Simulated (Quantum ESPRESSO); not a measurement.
# antimonene, 1 layer: a series in biaxial strain, part 3 of 6

Wanted: a table for antimonene, 1 layer against biaxial strain, and what can be fitted to it.

Quantum ESPRESSO 7.5; plane-wave DFT, PBE, GBRV ultrasoft pseudopotentials.

So far. Step 2 (Variable-cell relaxation of the reference):  The last row is no step: it is a fresh SCF in the final cell with a new plane-wave basis, +0 meV from the row before. Step 3 (Relaxation with pw.x, -4 %): The relaxation lowers the energy by 9 meV an atom.

## Step 4: Self-consistent run, -4 %

The self-consistent run of this member.

Input file m0.scf.in:

```
&control
  prefix = 'm0.scf'
  outdir = './out'
  pseudo_dir = './pseudo'
  calculation = 'scf'
  tprnfor = .true.
/
&system
  ibrav = 0
  nat = 2
  ntyp = 1
  ecutwfc = 40
  ecutrho = 200
  occupations = 'smearing'
  smearing = 'fd'
  degauss = 0.002
  nbnd = 19
/
&electrons
  conv_thr = 1e-09
  mixing_beta = 0.4
  electron_maxstep = 120
  mixing_mode = 'plain'
/
ATOMIC_SPECIES
  Sb  121.7600  sb_pbe_v1.4.uspp.F.UPF
CELL_PARAMETERS angstrom
  3.95350294656000 0.00000000000000 0.00000000000000
  -1.97675147328000 3.42383398560000 0.00000000000000
  0.00000000000000 0.00000000000000 16.65000000000000
ATOMIC_POSITIONS crystal
  Sb  0.666666666700 0.333333333300 0.448994972600
  Sb  0.333333333300 0.666666666700 0.551005027400
K_POINTS automatic
  12 12 1 0 0 0
```

Started as:

```bash
$ OMP_NUM_THREADS=1 mpirun -n 4 pw.x -nk 4 -in m0.scf.in > m0.scf.out
```

What it wrote:

```text
[banner, memory and clock lines left out]
Program PWSCF v.7.5 starts
[citation notice left out]

[...]
Message from routine setup:
[...]
bravais-lattice index     =            0
     lattice parameter (alat)  =       7.4710  a.u.
     unit-cell volume          =    1520.9173 (a.u.)^3
     number of atoms/cell      =            2
     number of atomic types    =            1
     number of electrons       =        30.00
     number of Kohn-Sham states=           19
     kinetic-energy cutoff     =      40.0000  Ry
     charge density cutoff     =     200.0000  Ry
     scf convergence threshold =      1.0E-09
     mixing beta               =       0.4000
     number of iterations used =            8  plain     mixing
     Exchange-correlation=  SLA  PW   PBX  PBC
                           (   1   4   3   4   0   0   0)

[...]
PseudoPot. # 1 for Sb read from file:
     ./pseudo/sb_pbe_v1.4.uspp.F.UPF
     Pseudo is Ultrasoft + core correction, Zval = 15.0
     Generated by new atomic code, or converted to UPF format
     Using radial grid of  891 points,  6 beta functions with:
                l(1) =   0
                l(2) =   0
                l(3) =   1
                l(4) =   1
                l(5) =   2
                l(6) =   2
     Q(r) pseudized with  8 coefficients,  rinner =    1.350   1.350   1.350
                                                       1.350   1.350

     atomic species   valence    mass     pseudopotential
     Sb               15.00   121.76000     Sb( 1.00)

     12 Sym. Ops., with inversion, found

[...]
number of k points=    19  Fermi-Dirac smearing, width (Ry)=  0.0020
[...]
Dense  grid:    72729 G-vectors     FFT dimensions: (  36,  36, 144)

     Smooth grid:    51847 G-vectors     FFT dimensions: (  32,  32, 128)

     Initial potential from superposition of free atoms

     starting charge      28.0000, renormalised to      30.0000

     negative rho (up, down):  5.043E-04 0.000E+00
     Starting wfcs are   18 randomized atomic wfcs +    1 random wfcs

     per-process dynamical memory:    52.5 Mb

     Self-consistent Calculation

     iteration #  1     ecut=    40.00 Ry     beta= 0.40
     Davidson diagonalization with overlap
     ethr =  1.00E-02,  avg # of iterations =  7.8

     negative rho (up, down):  2.217E-05 0.000E+00

     total energy              =    -369.58220503 Ry
     estimated scf accuracy    <       2.23822543 Ry

     iteration #  2     ecut=    40.00 Ry     beta= 0.40
[...]
negative rho (up, down):  9.605E-06 0.000E+00

[...]
total energy              =    -369.86569512 Ry
     estimated scf accuracy    <       0.12532400 Ry

     iteration #  3     ecut=    40.00 Ry     beta= 0.40
[...]
negative rho (up, down):  7.158E-05 0.000E+00

[...]
total energy              =    -369.88589739 Ry
     estimated scf accuracy    <       0.00731783 Ry

     iteration #  4     ecut=    40.00 Ry     beta= 0.40
[...]
negative rho (up, down):  1.940E-04 0.000E+00

[...]
total energy              =    -369.88610921 Ry
     estimated scf accuracy    <       0.00130043 Ry

     iteration #  5     ecut=    40.00 Ry     beta= 0.40
[...]
negative rho (up, down):  1.885E-04 0.000E+00

[...]
total energy              =    -369.88617502 Ry
     estimated scf accuracy    <       0.00001767 Ry

     iteration #  6     ecut=    40.00 Ry     beta= 0.40
[...]
negative rho (up, down):  1.973E-04 0.000E+00

[...]
total energy              =    -369.88618335 Ry
     estimated scf accuracy    <       0.00000272 Ry

     iteration #  7     ecut=    40.00 Ry     beta= 0.40
[...]
negative rho (up, down):  2.051E-04 0.000E+00

[...]
total energy              =    -369.88618374 Ry
     estimated scf accuracy    <       0.00000027 Ry

     iteration #  8     ecut=    40.00 Ry     beta= 0.40
[...]
negative rho (up, down):  2.103E-04 0.000E+00

[...]
total energy              =    -369.88618387 Ry
     estimated scf accuracy    <       0.00000002 Ry

     iteration #  9     ecut=    40.00 Ry     beta= 0.40
[...]
negative rho (up, down):  2.140E-04 0.000E+00

[...]
total energy              =    -369.88618393 Ry
     estimated scf accuracy    <          8.8E-09 Ry

     iteration # 10     ecut=    40.00 Ry     beta= 0.40
[...]
negative rho (up, down):  2.199E-04 0.000E+00

[...]
End of self-consistent calculation

          k = 0.0000 0.0000 0.0000 (  6501 PWs)   bands (ev):

   -29.5087 -29.5087 -29.4248 -29.4248 -29.3916 -29.3077 -29.3077 -29.2713
   -29.2173 -29.2173 -12.5608  -7.4959  -1.9021  -0.4738  -0.4738   1.3185
     2.2603   3.3201   3.3343

          k = 0.0000 0.0962 0.0000 (  6527 PWs)   bands (ev):

   -29.5080 -29.5047 -29.4245 -29.4222 -29.3899 -29.3093 -29.3080 -29.2722
   -29.2221 -29.2175 -12.4778  -7.4679  -1.8529  -1.2951  -0.6781   1.6888
     2.2069   2.4343   3.4111

[...]
the Fermi energy is    -0.1000 ev

!    total energy              =    -369.88618394 Ry
     estimated scf accuracy    <          9.0E-10 Ry
     smearing contrib. (-TS)   =      -0.00000000 Ry
     internal energy E=F+TS    =    -369.88618394 Ry

     The total energy is F=E-TS. E is the sum of the following terms:
     one-electron contribution =    -942.08940439 Ry
     hartree contribution      =     476.44186037 Ry
     xc contribution           =     -88.07060640 Ry
     ewald contribution        =     183.83196648 Ry

     convergence has been achieved in  10 iterations

     negative rho (up, down):  2.199E-04 0.000E+00

     Forces acting on atoms (cartesian axes, Ry/au):

     atom    1 type  1   force =     0.00000000    0.00000000   -0.00021641
     atom    2 type  1   force =    -0.00000000   -0.00000000    0.00021641

     Total force =     0.000306     Total SCF correction =     0.000265
     SCF correction compared to forces is large: reduce conv_thr to get better values

[...]
```

Elapsed: 19 s, on 4 MPI ranks of Arm Neoverse N1, shared host; peak memory 0.39 GiB; 78 s of CPU time.

Read from the output:

```
free energy                          : -5032.5579 eV
Fermi energy                         : -0.1 eV
valence top, on the run's zero       : -0.4738 eV
conduction bottom, on the run's zero : 0.2883 eV
gap by band count                    : 0.7621 eV
```

## Step 5: Electrostatic potential, -4 %

plot_num = 11 writes the bare and Hartree potential, from which vacuum levels or, in a crystal, the mean potential are read.

Input file m0.pot.in:

```
&inputpp
  prefix = 'm0.scf'
  outdir = './out'
  filplot = 'm0.pot.dat'
  plot_num = 11
/
```

Started as:

```bash
$ OMP_NUM_THREADS=1 mpirun -n 4 pp.x -in m0.pot.in > m0.pot.out
```

What it wrote:

```text
[banner, memory and clock lines left out]
Program POST-PROC v.7.5 starts

          URL

     ./out/m0.scf.save/

     IMPORTANT: XC functional enforced from input :
     Exchange-correlation= PBE
                           (   1   4   3   4   0   0   0)
     Any further DFT definition will be discarded
     Please, verify this is what you really want

     negative rho (up, down):  2.199E-04 0.000E+00

     Calling punch_plot, plot_num =  11
     Writing data to file  m0.pot.dat
     Message from routine chdens:
     namelist plot not found or invalid, exiting
```

The job ended after 1.1 s (4 MPI ranks; peak memory 0.09 GiB; 3.9 s of CPU time).

Numbers from this step:

```
slope of the potential above                                          : 2.22e-4 eV/Å
upper vacuum line continued to the top atoms, over the valence top    : 4.292 eV
slope of the potential below                                          : -1.85e-4 eV/Å
lower vacuum line continued to the bottom atoms, over the valence top : 4.293 eV
vacuum level at the upper face over the valence top of the mesh       : 4.293 eV
vacuum level at the lower face over the valence top of the mesh       : 4.294 eV
```

Electrostatic potential energy of an electron; zero at the highest filled level of the SCF mesh. The potential energy, planar mean by z:

```tsv
z (Å)	potential energy, planar mean (eV)
0.0	4.29
0.5	4.29
1.0	4.29
1.5	4.29
2.0	4.29
2.5	4.29
3.0	4.29
3.5	4.29
4.0	4.29
4.5	4.27
5.0	4.22
5.5	4.02
6.0	3.31
6.5	0.680
7.0	-6.74
7.5	-11.3
8.0	-7.62
8.5	-6.16
9.0	-10.8
9.5	-8.89
10.0	-1.14
10.5	2.84
11.0	3.90
11.5	4.18
12.0	4.26
12.5	4.29
13.0	4.29
13.5	4.29
14.0	4.29
14.5	4.29
15.0	4.29
15.5	4.29
16.0	4.29
16.5	4.29
```

[end of part 3 of 6]

[Logs are printed without paths, hosts, clocks, repeated set-up lines and the standing remarks that a program may print on its own settings, such as how far it seeks lower states.]

[Hosts, paths, dates, database ids (printed as entryN), source tags and the programs' standing remarks are cut or masked in the printed files.]

[Maps of the electrostatic potential energy from Ansatz leave out the sawtooth potential of an applied field or a dipole correction, so their vacuum need not be flat; planar profiles and work functions include it.]
